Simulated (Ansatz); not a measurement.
**linear Sb chain under tension and compression**

Does stretching change the magnetism or the channel count of the linear Sb chain?

Main program and level: Ansatz 0.2.0; DFT PBEsol, plane waves, PAW; relaxation of a chain's period, in the first sound run; inputs show where later runs differ.

Report form: the programs' logs are mostly left out.

**1. Starting point**

The cell holds 1 atom: 1 Sb. Cell: a = 7.500 Å, b = 7.500 Å, c = 2.585 Å, α = 90.0°, β = 90.0°, γ = 90.0°. Vacuum lies along a and b. The structure's axis is c.

**2. Relaxation of atoms and period**

Band widths follow the bond lengths, so the chain is relaxed first. The atoms and the third cell vector are free; the box across stays fixed as vacuum. Moments are seeded so that a magnetic state can form if it lies lower. A Fermi-Dirac smearing is set since the result may be a metal. The pressure printed is a third of the stress's trace over the whole box, vacuum included; only the stress along the axis is relaxed.

input.yaml

```yaml
crystal:
  lattice:
    - [7.5, 0.0, 0.0]
    - [0.0, 7.5, 0.0]
    - [0.0, 0.0, 2.5854]
  atoms:
    - { symbol: Sb, position: [0.5, 0.5, 0.0], spin: 0.3 }
magnetization:
  spin_polarized: true
kpoints:
  mp_grid: { grid: [1, 1, 31] }
scf:
  occupations: { method: fermi_dirac, width: 0.05 }
hamiltonian:
  xc: pbesol
relax:
  cell: { fix: [a, b, alpha, beta, gamma] }
  max_steps: 60
```

Command:

```bash
$ ansatz run input.yaml --threads 4 --pin off --max-ram 8192MiB --backend cpu --events-out ev --progress --plain --runs-dir out
```

Wall time 6.7 s (4 threads of Arm Neoverse V2, shared host); peak memory 0.38 GiB; 22 s of CPU time.

Step by step:

| step | energy less that of the first step (eV) | largest force component (eV/Å) | pressure (GPa) | volume (Å³) |
| --- | --- | --- | --- | --- |
| 1 | 0.0000 | 0.0000 | 1.08 | 145.43 |
| 2 | -0.0383 | 0.0000 | 0.04 | 152.38 |
| 3 | -0.0393 | 0.0000 | 0.09 | 151.71 |
| 4 | -0.0397 | 0.0000 | 0.14 | 151.09 |
| 5* | -0.0399 | 0.0000 | 0.13 | 151.09 |

Relaxation steps marked * repeat the geometry before them on a plane-wave basis chosen anew for their cell, so energy and pressure can jump there.

| cell as run | before | after | change |
| --- | --- | --- | --- |
| c (Å) | 2.585 | 2.686 | +3.9 % |

Final coordinates:

```xyz
1
Lattice="7.5000 0.0000 0.0000 0.0000 7.5000 0.0000 0.0000 0.0000 2.6861" Properties=species:S:1:pos:R:3
Sb    3.7500    3.7500    0.0000
```

This step gave:

- energy at zero smearing: -6406.7014 eV
- cell length along the wire: 2.686 Å

The cell's length comes to 2.686 Å with no moment.

**3. The chain at a fixed length, period over the relaxed period 0.88, k-mesh 1×1×34**

This step: DFT PBEsol, plane waves, PAW; channels and complex bands of a perfect chain (Ansatz 0.2.0).

The period is set to 0.88 times the relaxed one: shorter bonds widen the bands.

The cell differs from the one that the last finished run ended in (c 2.686 → 2.364 Å).

input.yaml, the sections that differ from step 2:

```yaml
crystal:
  lattice:
    - [7.5, 0.0, 0.0]
    - [0.0, 7.5, 0.0]
    - [0.0, 0.0, 2.3637246625]
  atoms:
    - { symbol: Sb, position: [0.5, 0.5, 0.0], spin: 0.3 }
kpoints:
  mp_grid: { grid: [1, 1, 34] }
output:
  transmission:
    e_range: [-2, 2]
    de: 0.035
    kmesh: [1, 1]
    reduced_basis: true
    leads: [[0, 0]]
  stress: true
# magnetization, scf, hamiltonian: as in step 2
# relax: removed
```

The job ended after 16 s (4 threads; peak memory 0.43 GiB).

Numbers from this step:

```yaml
energy_at_zero_smearing: -6406.0336 eV
channels_at_the_energy_nearest_the_fermi_level_spin_up: 3
channels_at_the_energy_nearest_the_fermi_level_spin_down: 3
conductance_of_the_lead_as_this_run_defines_it: 3.000 G₀
band_gap: 0 eV
```

Table of open channels of the lead by energy, zero at the Fermi level:

| energy (eV) | spin up | spin down |
| --- | --- | --- |
| -2.00 | 3 | 3 |
| -1.90 | 3 | 3 |
| -1.79 | 3 | 3 |
| -1.69 | 3 | 3 |
| -1.58 | 3 | 3 |
| -1.48 | 3 | 3 |
| -1.37 | 3 | 3 |
| -1.23 | 3 | 3 |
| -1.12 | 3 | 3 |
| -1.02 | 3 | 3 |
| -0.92 | 3 | 3 |
| -0.81 | 3 | 3 |
| -0.70 | 3 | 3 |
| -0.60 | 3 | 3 |
| -0.49 | 3 | 3 |
| -0.39 | 3 | 3 |
| -0.28 | 3 | 3 |
| -0.18 | 3 | 3 |
| -0.07 | 3 | 3 |
| -0.01 | 3 | 3 |
| 0.07 | 3 | 3 |
| 0.17 | 3 | 3 |
| 0.28 | 3 | 3 |
| 0.38 | 3 | 3 |
| 0.48 | 3 | 3 |
| 0.59 | 3 | 3 |
| 0.69 | 3 | 3 |
| 0.80 | 3 | 3 |
| 0.91 | 3 | 3 |
| 1.01 | 3 | 3 |
| 1.11 | 3 | 3 |
| 1.22 | 3 | 3 |
| 1.36 | 3 | 3 |
| 1.47 | 3 | 3 |
| 1.57 | 3 | 3 |
| 1.68 | 3 | 3 |
| 1.78 | 3 | 3 |
| 1.89 | 3 | 3 |
| 1.99 | 3 | 3 |

At the computed energy nearest the Fermi level there are 3 spin-up and 3 spin-down channels, and the thermal average gives 3.00 G₀.

**4. The chain at a fixed length, period over the relaxed period 0.92, k-mesh 1×1×33**

The period is set to 0.92 times the relaxed one: shorter bonds widen the bands.

The cell differs from the one that the last finished run ended in (c 2.364 → 2.471 Å).

input.yaml: that of step 3 with these lines changed.

```diff
@@ -4,3 +4,3 @@
     - [0.0, 7.5, 0.0]
-    - [0.0, 0.0, 2.3637246625]
+    - [0.0, 0.0, 2.4711666926]
   atoms:
@@ -10,3 +10,3 @@
 kpoints:
-  mp_grid: { grid: [1, 1, 34] }
+  mp_grid: { grid: [1, 1, 33] }
 scf:
```

The job ended after 20 s (4 threads; peak memory 0.45 GiB; 69 s of CPU time).

At the computed energy nearest the Fermi level there are 3 spin-up and 3 spin-down channels, and the thermal average gives 3.00 G₀.

**5. The chain at a fixed length, period over the relaxed period 0.96, k-mesh 1×1×32**

The period is set to 0.96 times the relaxed one: shorter bonds widen the bands.

input.yaml: that of step 4 with these lines changed.

```diff
@@ -4,3 +4,3 @@
     - [0.0, 7.5, 0.0]
-    - [0.0, 0.0, 2.4711666926]
+    - [0.0, 0.0, 2.5786087227]
   atoms:
@@ -10,3 +10,3 @@
 kpoints:
-  mp_grid: { grid: [1, 1, 33] }
+  mp_grid: { grid: [1, 1, 32] }
 scf:
```

Wall time 20 s (4 threads); peak memory 0.45 GiB.

At the computed energy nearest the Fermi level there are 3 spin-up and 3 spin-down channels, and the thermal average gives 3.00 G₀.

**6. The chain at a fixed length, period over the relaxed period 1, k-mesh 1×1×30**

The period is set to 1.0 times the relaxed one, as the point of reference.

input.yaml: that of step 5 with these lines changed.

```diff
@@ -4,3 +4,3 @@
     - [0.0, 7.5, 0.0]
-    - [0.0, 0.0, 2.5786087227]
+    - [0.0, 0.0, 2.6860507528]
   atoms:
@@ -10,3 +10,3 @@
 kpoints:
-  mp_grid: { grid: [1, 1, 32] }
+  mp_grid: { grid: [1, 1, 30] }
 scf:
```

Wall time 19 s (4 threads); peak memory 0.47 GiB; 65 s of CPU time.

The open channels of the lead by energy, zero at the Fermi level:

| energy (eV) | spin up | spin down |
| --- | --- | --- |
| -2.000 | 1 | 1 |
| -1.895 | 1 | 1 |
| -1.790 | 1 | 1 |
| -1.685 | 3 | 3 |
| -1.615 | 3 | 3 |
| -1.510 | 3 | 3 |
| -1.405 | 3 | 3 |
| -1.300 | 3 | 3 |
| -1.195 | 3 | 3 |
| -1.090 | 3 | 3 |
| -0.985 | 3 | 3 |
| -0.915 | 3 | 3 |
| -0.810 | 3 | 3 |
| -0.705 | 3 | 3 |
| -0.600 | 3 | 3 |
| -0.495 | 3 | 3 |
| -0.390 | 3 | 3 |
| -0.285 | 3 | 3 |
| -0.215 | 3 | 3 |
| -0.110 | 3 | 3 |
| -0.005 | 3 | 3 |
| 0.100 | 3 | 3 |
| 0.205 | 3 | 3 |
| 0.310 | 3 | 3 |
| 0.415 | 3 | 3 |
| 0.485 | 3 | 3 |
| 0.590 | 3 | 3 |
| 0.695 | 3 | 3 |
| 0.800 | 3 | 3 |
| 0.905 | 3 | 3 |
| 1.010 | 3 | 3 |
| 1.115 | 3 | 3 |
| 1.185 | 3 | 3 |
| 1.290 | 3 | 3 |
| 1.395 | 3 | 3 |
| 1.500 | 3 | 3 |
| 1.605 | 3 | 3 |
| 1.710 | 3 | 3 |
| 1.815 | 3 | 3 |
| 1.885 | 3 | 3 |

At the computed energy nearest the Fermi level there are 3 spin-up and 3 spin-down channels, and the thermal average gives 3.00 G₀.

**7. The chain at a fixed length, period over the relaxed period 1.04, k-mesh 1×1×29**

The period is set to 1.04 times the relaxed one: longer bonds narrow the bands.

The cell differs from the one that the last finished run ended in (c 2.686 → 2.793 Å).

input.yaml: that of step 6 with these lines changed.

```diff
@@ -4,3 +4,3 @@
     - [0.0, 7.5, 0.0]
-    - [0.0, 0.0, 2.6860507528]
+    - [0.0, 0.0, 2.7934927829]
   atoms:
@@ -10,3 +10,3 @@
 kpoints:
-  mp_grid: { grid: [1, 1, 30] }
+  mp_grid: { grid: [1, 1, 29] }
 scf:
```

The job ended after 11 s (4 threads; peak memory 0.37 GiB; 40 s of CPU time).

At the computed energy nearest the Fermi level there are 3 spin-up and 3 spin-down channels, and the thermal average gives 3.00 G₀. The change of length costs 0.057 eV a cell and leaves no moment.

**8. At a set period, period over the relaxed period 1.08, k-mesh 1×1×28**

The period is set to 1.08 times the relaxed one: longer bonds narrow the bands.

The cell differs from the one that the last finished run ended in (c 2.793 → 2.901 Å).

input.yaml: that of step 7 with these lines changed.

```diff
@@ -4,3 +4,3 @@
     - [0.0, 7.5, 0.0]
-    - [0.0, 0.0, 2.7934927829]
+    - [0.0, 0.0, 2.9009348131]
   atoms:
@@ -10,3 +10,3 @@
 kpoints:
-  mp_grid: { grid: [1, 1, 29] }
+  mp_grid: { grid: [1, 1, 28] }
 scf:
```

Wall time 11 s (4 threads); peak memory 0.37 GiB.

At the computed energy nearest the Fermi level there are 3 spin-up and 3 spin-down channels, and the thermal average gives 3.00 G₀. The change of length costs 0.153 eV a cell and leaves no moment.

**9. At a set period, period over the relaxed period 1.13, k-mesh 1×1×27**

The period is set to 1.13 times the relaxed one: longer bonds narrow the bands.

The cell differs from the one that the last finished run ended in (c 2.901 → 3.035 Å).

input.yaml: that of step 8 with these lines changed.

```diff
@@ -4,3 +4,3 @@
     - [0.0, 7.5, 0.0]
-    - [0.0, 0.0, 2.9009348131]
+    - [0.0, 0.0, 3.0352373507]
   atoms:
@@ -10,3 +10,3 @@
 kpoints:
-  mp_grid: { grid: [1, 1, 28] }
+  mp_grid: { grid: [1, 1, 27] }
 scf:
```

The job ended after 12 s (4 threads; peak memory 0.39 GiB; 42 s of CPU time).

Open channels of the lead against energy, zero at the Fermi level:

| energy (eV) | spin up | spin down |
| --- | --- | --- |
| -2.00 | 1 | 1 |
| -1.90 | 1 | 1 |
| -1.79 | 1 | 1 |
| -1.69 | 1 | 1 |
| -1.58 | 1 | 1 |
| -1.48 | 1 | 1 |
| -1.37 | 1 | 1 |
| -1.23 | 1 | 1 |
| -1.12 | 1 | 1 |
| -1.02 | 3 | 3 |
| -0.92 | 3 | 3 |
| -0.81 | 3 | 3 |
| -0.70 | 3 | 3 |
| -0.60 | 3 | 3 |
| -0.49 | 3 | 3 |
| -0.39 | 3 | 3 |
| -0.28 | 3 | 3 |
| -0.18 | 3 | 3 |
| -0.07 | 3 | 3 |
| -0.01 | 3 | 3 |
| 0.07 | 3 | 3 |
| 0.17 | 3 | 3 |
| 0.28 | 3 | 3 |
| 0.38 | 3 | 3 |
| 0.48 | 3 | 3 |
| 0.59 | 3 | 3 |
| 0.69 | 3 | 3 |
| 0.80 | 3 | 3 |
| 0.91 | 3 | 3 |
| 1.01 | 3 | 3 |
| 1.11 | 3 | 3 |
| 1.22 | 3 | 3 |
| 1.36 | 3 | 3 |
| 1.47 | 1 | 1 |
| 1.57 | 1 | 1 |
| 1.68 | 1 | 1 |
| 1.78 | 1 | 1 |
| 1.89 | 1 | 1 |
| 1.99 | 1 | 1 |

At the computed energy nearest the Fermi level there are 3 spin-up and 3 spin-down channels, and the thermal average gives 3.00 G₀. The change of length costs 0.359 eV a cell and leaves no moment.

**10. At a set period, period over the relaxed period 1.2, k-mesh 1×1×25**

The period is set to 1.2 times the relaxed one: longer bonds narrow the bands.

The cell differs from the one that the last finished run ended in (c 3.035 → 3.223 Å).

input.yaml: that of step 9 with these lines changed.

```diff
@@ -4,3 +4,3 @@
     - [0.0, 7.5, 0.0]
-    - [0.0, 0.0, 3.0352373507]
+    - [0.0, 0.0, 3.2232609034]
   atoms:
@@ -10,3 +10,3 @@
 kpoints:
-  mp_grid: { grid: [1, 1, 27] }
+  mp_grid: { grid: [1, 1, 25] }
 scf:
```

Wall time 11 s (4 threads); peak memory 0.39 GiB; 40 s of CPU time.

At the computed energy nearest the Fermi level there are 3 spin-up and 3 spin-down channels, and the thermal average gives 3.00 G₀. The change of length costs 0.684 eV a cell and leaves no moment.

**11. At a set period, period over the relaxed period 1.3, k-mesh 1×1×23**

The period is set to 1.3 times the relaxed one: longer bonds narrow the bands.

The cell differs from the one that the last finished run ended in (c 3.223 → 3.492 Å).

input.yaml: that of step 10 with these lines changed.

```diff
@@ -4,3 +4,3 @@
     - [0.0, 7.5, 0.0]
-    - [0.0, 0.0, 3.2232609034]
+    - [0.0, 0.0, 3.4918659787]
   atoms:
@@ -10,3 +10,3 @@
 kpoints:
-  mp_grid: { grid: [1, 1, 25] }
+  mp_grid: { grid: [1, 1, 23] }
 scf:
```

Wall time 14 s (4 threads); peak memory 0.4 GiB; 47 s of CPU time.

The open channels of the lead by energy, zero at the Fermi level:

| energy (eV) | spin up | spin down |
| --- | --- | --- |
| -2.000 | 1 | 1 |
| -1.790 | 1 | 1 |
| -1.615 | 1 | 1 |
| -1.405 | 1 | 1 |
| -1.195 | 1 | 1 |
| -0.985 | 1 | 1 |
| -0.810 | 1 | 1 |
| -0.600 | 3 | 3 |
| -0.390 | 3 | 3 |
| -0.215 | 3 | 3 |
| -0.005 | 3 | 3 |
| 0.205 | 3 | 3 |
| 0.415 | 3 | 3 |
| 0.590 | 3 | 3 |
| 0.800 | 1 | 1 |
| 1.010 | 1 | 1 |
| 1.185 | 1 | 1 |
| 1.395 | 1 | 1 |
| 1.605 | 1 | 1 |
| 1.815 | 1 | 1 |

At the computed energy nearest the Fermi level there are 3 spin-up and 3 spin-down channels, and the thermal average gives 3.00 G₀. The change of length costs 1.164 eV a cell and leaves no moment.

**12. Side by side**

Times are for 4 threads of Arm Neoverse V2, shared host. Results by setting:

| no. | period over the relaxed period | conductance of the lead as this run defines it (G₀) | energy at zero smearing less the lowest (eV) | time | memory (GiB) |
| --- | --- | --- | --- | --- | --- |
| 1 | 0.88 | 3.000 | 0.6842 | 16 s | 0.43 |
| 2 | 0.92 | 3.000 | 0.2684 | 20 s | 0.45 |
| 3 | 0.96 | 3.000 | 0.06453 | 20 s | 0.45 |
| 4 | 1 | 3.000 | 0 | 19 s | 0.47 |
| 5 | 1.04 | 3.000 | 0.05686 | 11 s | 0.37 |
| 6 | 1.08 | 3.000 | 0.1534 | 11 s | 0.37 |
| 7 | 1.13 | 3.000 | 0.3590 | 12 s | 0.39 |
| 8 | 1.2 | 3.000 | 0.6843 | 11 s | 0.39 |
| 9 | 1.3 | 3.000 | 1.164 | 14 s | 0.4 |

**13. A repeat with changed settings: output.transmission.reduced_basis = false**

This step: DFT PBEsol, plane waves, PAW; channels and complex bands of a perfect chain; changed: output.transmission.reduced_basis = false (Ansatz 0.2.0).

The atoms of the run at the relaxed period are kept and the input is varied, to see whether the result depends on it.

input.yaml, the sections that differ from step 11:

```yaml
crystal:
  lattice:
    - [7.5, 0.0, 0.0]
    - [0.0, 7.5, 0.0]
    - [0.0, 0.0, 2.6860507528]
  atoms:
    - { symbol: Sb, position: [0.5, 0.5, 0.0], spin: 0.3 }
kpoints:
  mp_grid: { grid: [1, 1, 30] }
output:
  transmission:
    e_range: [-2, 2]
    de: 0.035
    kmesh: [1, 1]
    reduced_basis: false
    leads: [[0, 0]]
  stress: true
# magnetization, scf, hamiltonian: as in step 11
```

The job ended after 2.9 min (4 threads; peak memory 2.6 GiB; 12 min of CPU time).

Numbers from this step:

| Quantity | Value |
| --- | --- |
| energy at zero smearing | -6406.7178 eV |

The open channels of the lead by energy, zero at the Fermi level:

| energy (eV) | spin up | spin down |
| --- | --- | --- |
| -2.00 | 1 | 1 |
| -1.90 | 1 | 1 |
| -1.79 | 1 | 1 |
| -1.69 | 3 | 3 |
| -1.58 | 3 | 3 |
| -1.48 | 3 | 3 |
| -1.37 | 3 | 3 |
| -1.23 | 3 | 3 |
| -1.12 | 3 | 3 |
| -1.02 | 3 | 3 |
| -0.92 | 3 | 3 |
| -0.81 | 3 | 3 |
| -0.70 | 3 | 3 |
| -0.60 | 3 | 3 |
| -0.49 | 3 | 3 |
| -0.39 | 3 | 3 |
| -0.28 | 3 | 3 |
| -0.18 | 3 | 3 |
| -0.07 | 3 | 3 |
| -0.01 | 3 | 3 |
| 0.07 | 3 | 3 |
| 0.17 | 3 | 3 |
| 0.28 | 3 | 3 |
| 0.38 | 3 | 3 |
| 0.48 | 3 | 3 |
| 0.59 | 3 | 3 |
| 0.69 | 3 | 3 |
| 0.80 | 3 | 3 |
| 0.91 | 3 | 3 |
| 1.01 | 3 | 3 |
| 1.11 | 3 | 3 |
| 1.22 | 3 | 3 |
| 1.36 | 3 | 3 |
| 1.47 | 3 | 3 |
| 1.57 | 3 | 3 |
| 1.68 | 3 | 3 |
| 1.78 | 3 | 3 |
| 1.89 | 3 | 3 |
| 1.99 | 3 | 3 |

It took 2.9 min against 19 s for the run it varies, and the conductance is 3.00 G₀ against 3.00 G₀.

The channels at the energy nearest the Fermi level, spin up, channels at the energy nearest the Fermi level, spin down and conductance of the lead as this run defines it stay within 0.2 % plus 0.001 of the run it varies.

**14. Summary of results**

```yaml
relaxed_cell_length: 2.686 Å
conductance_at_period_x_0p88: 3.00 G₀
conductance_at_period_x_1p0: 3.00 G₀
conductance_at_period_x_1p13: 3.00 G₀
conductance_at_period_x_1p3: 3.00 G₀
absolute_moment_at_period_x_0p88: 0 μB
absolute_moment_at_period_x_1p0: 0 μB
absolute_moment_at_period_x_1p3: 0 μB
```

In words: No moment survives at any length. Transport is coherent and elastic here: the atoms are frozen, so scattering by vibrations plays no part. Spin-orbit coupling is left out, which matters for the bands of heavy atoms. The lead's cell of one atom keeps the chain straight and evenly spaced; a zigzag or dimerised form may lie lower.

[Logs are printed without paths, hosts, clocks, repeated set-up lines and the standing remarks that a program may print on its own settings, such as how far it seeks lower states.]

[Hosts, paths, dates, database ids (printed as entryN), source tags and the programs' standing remarks are cut or masked in the printed files.]
